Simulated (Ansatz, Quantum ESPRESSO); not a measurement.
# Ballistic transmission: Al(111) with three reversed steps (a thin twin lamella), part 3 of 4

Wanted: the transmission near the Fermi level and the conductance of this junction: Al(111) with three reversed steps (a thin twin lamella).

Quantum ESPRESSO 7.5; plane-wave DFT, PBE, GBRV ultrasoft pseudopotentials; cross-check by Ansatz 0.2.0 with PAW datasets.

So far. Step 2 (SCF with pw.x): The run needed 31 iterations to bring the estimated error under 1e-07 Ry; the largest force on any atom, held or free, is 0.07 eV/Å. Step 3 (Transmission with pwcond.x): At no point does T exceed the number of channels.

## (4) Transmission with pwcond.x, with ewind = 6.0 and epsproj = 1e-07

Level of this step: transmission by pwcond, lead and junction from one cell; plane-wave DFT, PBE, GBRV ultrasoft pseudopotentials (Quantum ESPRESSO).

How much does a setting matter? One run is repeated with a change.

The input, cond.w.in:

```
&inputcond
  outdir = './out'
  prefixt = 'scf'
  tran_file = 'cond.w.dat'
  bdl = 2.4494897419
  bds = 17.1464282002
  ikind = 1
  ewind = 6.0
  epsproj = 1e-07
  nz1 = 7
  energy0 = 0.4
  denergy = -0.4
/
10
  0.00000000 0.00000000 0.01562500
  0.00000000 0.12500000 0.09375000
  0.00000000 0.25000000 0.09375000
  0.00000000 0.37500000 0.09375000
  0.00000000 0.50000000 0.04687500
  0.12500000 0.25000000 0.09375000
  0.12500000 0.37500000 0.18750000
  0.12500000 0.50000000 0.18750000
  0.25000000 0.50000000 0.09375000
  0.25000000 0.62500000 0.09375000
3
```

On the command line:

```bash
OMP_NUM_THREADS=1 mpirun -n 2 pwcond.x -in cond.w.in > cond.w.out
```

What it wrote:

```text
[banner, memory and clock lines left out]
Program PWCOND v.7.5 starts
[citation notice left out]

[...]
./out/scf.save/

     IMPORTANT: XC functional enforced from input :
     Exchange-correlation= PBE
                           (   1   4   3   4   0   0   0)
     Any further DFT definition will be discarded
     Please, verify this is what you really want

     Reading collected, re-writing distributed wavefunctions

===== INPUT FILE containing all the regions =====

     GEOMETRY:

     lattice parameter (alat)  =       5.3984  a.u.
     the volume                =    2336.1461 (a.u.)^3
     the cross section         =      25.2384 (a.u.)^2
     l of the unit cell        =      17.1464 (alat)
     number of atoms/cell      =           21
     number of atomic types    =            1

     crystal axes: (cart. coord. in units of alat)
               a(1) = (  1.0000  0.0000  0.0000 )
               a(2) = (  0.5000  0.8660  0.0000 )
               a(3) = (  0.0000  0.0000 17.1464 )

   Cartesian axes

     site n.     atom                  positions (alat units)
          1        Al     tau(  1)=(  0.0000  0.0000 17.1464  )
          2        Al     tau(  2)=(  0.5000  0.2887  0.8165  )
          3        Al     tau(  3)=(  1.0000  0.5774  1.6330  )
          4        Al     tau(  4)=(  0.0000  0.0000  2.4495  )
          5        Al     tau(  5)=(  0.5000  0.2887  3.2660  )
          6        Al     tau(  6)=(  1.0000  0.5774  4.0825  )
          7        Al     tau(  7)=(  0.0000  0.0000  4.8990  )
          8        Al     tau(  8)=(  0.5000  0.2887  5.7155  )
          9        Al     tau(  9)=(  1.0000  0.5774  6.5320  )
         10        Al     tau( 10)=(  0.5000  0.2887  7.3485  )
         11        Al     tau( 11)=(  0.0000  0.0000  8.1650  )
         12        Al     tau( 12)=(  1.0000  0.5774  8.9815  )
         13        Al     tau( 13)=(  0.0000  0.0000  9.7980  )
         14        Al     tau( 14)=(  0.5000  0.2887 10.6145  )
         15        Al     tau( 15)=(  1.0000  0.5774 11.4310  )
         16        Al     tau( 16)=(  0.0000  0.0000 12.2474  )
         17        Al     tau( 17)=(  0.5000  0.2887 13.0639  )
         18        Al     tau( 18)=(  1.0000  0.5774 13.8804  )
         19        Al     tau( 19)=(  0.0000  0.0000 14.6969  )
         20        Al     tau( 20)=(  0.5000  0.2887 15.5134  )
         21        Al     tau( 21)=(  1.0000  0.5774 16.3299  )

     nr1s                      =           24
     nr2s                      =           24
     nr3s                      =          375
     nr1sx                     =           24
     nr2sx                     =           24
     nr3sx                     =          375
     nr1                       =           25
     nr2                       =           25
     nr3                       =          432
     nr1x                      =           25
     nr2x                      =           25
     nr3x                      =          432

 _______________________________
  Radii of nonlocal spheres:

     type       ibeta     ang. mom.          radius (alat units)
       Al         1         0                    0.3554
       Al         2         1                    0.3554
       Al         3         2                    0.3554
----- General information -----

--- T calc. with identical leads (ikind=1) ---

     nrx                       =           24
     nry                       =           24
     nz1                       =            7

     energy0               =         4.0E-01
     denergy               =        -4.0E-01
     nenergy               =          3
     ecut2d                =         4.0E+01
     ewind                 =         6.0E+00
     epsproj               =         1.0E-07

     number of k_|| points=   10
                       cryst. coord.
        k(    1) = (   0.0000000   0.0000000), wk =   0.0156250
        k(    2) = (   0.0000000   0.1250000), wk =   0.0937500
[...]
k(   10) = (   0.2500000   0.6250000), wk =   0.0937500
----- Information about left/right lead -----

     nocros                   =            9
     noins                    =           18
     norb                     =           36
     norbf                    =          171
     nrz                      =           54

      iorb      type   ibeta   ang. mom.   m       position (alat)
        1        1       1        0        1   taunew(   1)=(  0.0000  0.0000  0.0000)
        2        1       2        1        1   taunew(   2)=(  0.0000  0.0000  0.0000)
[...]
36        1       3        2        5   taunew(  36)=(  0.0000  0.0000  2.4495)
    k slab    z(k)  z(k+1)     crossing(iorb=1,norb)
    1   0.0000 0.0454 0.0454   111111111000000000000000000000000000
    2   0.0454 0.0907 0.0454   111111111000000000000000000000000000
[...]
54   2.4041 2.4495 0.0454   000000000000000000000000000111111111
----- Information about scattering region -----

     noins                    =          153
     norb                     =          171
     norbf                    =          171
     nrz                      =          321

      iorb      type   ibeta   ang. mom.   m       position (alat)
        1        1       1        0        1   taunew(   1)=(  0.0000  0.0000  0.0000)
        2        1       2        1        1   taunew(   2)=(  0.0000  0.0000  0.0000)
[...]
171        1       3        2        5   taunew( 171)=(  0.0000  0.0000 14.6969)
 ngper, shell number =           85          11
 ngper, n2d =           85          85
---  E-Ef =    0.4000000  k =    0.0000000   0.0000000
---  ie =          1  ik =          1
 Nchannels of the left tip =            1
 Right moving states:
   k1(2pi/a)   k2(2pi/a)   E-Ef (eV)
   0.0042408  -0.0000002   0.4000000
 Left moving states:
   k1(2pi/a)   k2(2pi/a)   E-Ef (eV)
  -0.0042408  -0.0000002   0.4000000

 to transmit
 Band j to band i transmissions and reflections:
    j         i     |T_ij|^2    |R_ij|^2

    1 -->     1     0.99999     0.00001
   Total T_j, R_j =    0.99999  0.00001

E-Ef(ev), T(x2 spins) =    0.4000000   1.9999883
---  E-Ef =    0.0000000  k =    0.0000000   0.0000000
---  ie =          2  ik =          1
 Nchannels of the left tip =            1
 Right moving states:
   k1(2pi/a)   k2(2pi/a)   E-Ef (eV)
  -0.0316286  -0.0000003   0.0000000
 Left moving states:
   k1(2pi/a)   k2(2pi/a)   E-Ef (eV)
   0.0316286  -0.0000003   0.0000000

 to transmit
 Band j to band i transmissions and reflections:
    j         i     |T_ij|^2    |R_ij|^2

    1 -->     1     1.00000     0.00000
   Total T_j, R_j =    1.00000  0.00000

E-Ef(ev), T(x2 spins) =    0.0000000   1.9999906
---  E-Ef =   -0.4000000  k =    0.0000000   0.0000000
---  ie =          3  ik =          1
 Nchannels of the left tip =            1
 Right moving states:
   k1(2pi/a)   k2(2pi/a)   E-Ef (eV)
  -0.0680554  -0.0000003  -0.4000000
 Left moving states:
   k1(2pi/a)   k2(2pi/a)   E-Ef (eV)
   0.0680554  -0.0000003  -0.4000000

 to transmit
 Band j to band i transmissions and reflections:
    j         i     |T_ij|^2    |R_ij|^2

    1 -->     1     1.00000     0.00000
   Total T_j, R_j =    1.00000  0.00000

E-Ef(ev), T(x2 spins) =   -0.4000000   1.9999935
 ngper, shell number =           85          45
 ngper, n2d =           85          85
[... further energies and points left out ...]
---  E-Ef =    0.4000000  k =    0.2500000   0.6250000
---  ie =          1  ik =         10
 Nchannels of the left tip =            1
 Right moving states:
   k1(2pi/a)   k2(2pi/a)   E-Ef (eV)
   0.2395546  -0.0000005   0.4000000
 Left moving states:
   k1(2pi/a)   k2(2pi/a)   E-Ef (eV)
  -0.2395546  -0.0000005   0.4000000

 to transmit
 Band j to band i transmissions and reflections:
    j         i     |T_ij|^2    |R_ij|^2

    1 -->     1     0.82075     0.17925
   Total T_j, R_j =    0.82075  0.17925

E-Ef(ev), T(x2 spins) =    0.4000000   1.6414914
---  E-Ef =    0.0000000  k =    0.2500000   0.6250000
---  ie =          2  ik =         10
 Nchannels of the left tip =            1
 Right moving states:
   k1(2pi/a)   k2(2pi/a)   E-Ef (eV)
   0.1708926  -0.0000006   0.0000000
 Left moving states:
   k1(2pi/a)   k2(2pi/a)   E-Ef (eV)
  -0.1708926  -0.0000006   0.0000000

 to transmit
 Band j to band i transmissions and reflections:
    j         i     |T_ij|^2    |R_ij|^2

    1 -->     1     0.95001     0.04999
   Total T_j, R_j =    0.95001  0.04999

E-Ef(ev), T(x2 spins) =    0.0000000   1.9000157
---  E-Ef =   -0.4000000  k =    0.2500000   0.6250000
---  ie =          3  ik =         10
 Nchannels of the left tip =            1
 Right moving states:
   k1(2pi/a)   k2(2pi/a)   E-Ef (eV)
   0.0811886  -0.0000006  -0.4000000
 Left moving states:
   k1(2pi/a)   k2(2pi/a)   E-Ef (eV)
  -0.0811886  -0.0000006  -0.4000000

 to transmit
 Band j to band i transmissions and reflections:
    j         i     |T_ij|^2    |R_ij|^2

    1 -->     1     0.51119     0.48881
   Total T_j, R_j =    0.51119  0.48881

E-Ef(ev), T(x2 spins) =   -0.4000000   1.0223742
   T_tot     0.40000      0.22539E+01
   T_tot     0.00000      0.17743E+01
   T_tot    -0.40000      0.22291E+01

[...]
```

It took 2.2 min on 2 MPI ranks of Arm Neoverse N1, shared host; peak memory 0.16 GiB; 4.4 min of CPU time.

Beside the run it was changed from:

| quantity | this run | unchanged run | difference |
| --- | --- | --- | --- |
| transmission at the Fermi level, one spin | 0.8871 | 0.8872 | -2.6e-5 |
| lead channels at the Fermi level, one spin | 1.141 | 1.141 | 0 |
| wall time (s) | 134 | 97 |  |

Over all energies T moves by up to 8.0e-5, at -0.4 eV.

The physical values in this table stay within 0.05 %.

(Part 3 of 4 ends here.)

[Logs are printed without paths, hosts, clocks, repeated set-up lines and the standing remarks that a program may print on its own settings, such as how far it seeks lower states.]

[Hosts, paths, dates, database ids (printed as entryN), source tags and the programs' standing remarks are cut or masked in the printed files.]

[Maps of the electrostatic potential energy from Ansatz leave out the sawtooth potential of an applied field or a dipole correction, so their vacuum need not be flat; planar profiles and work functions include it.]
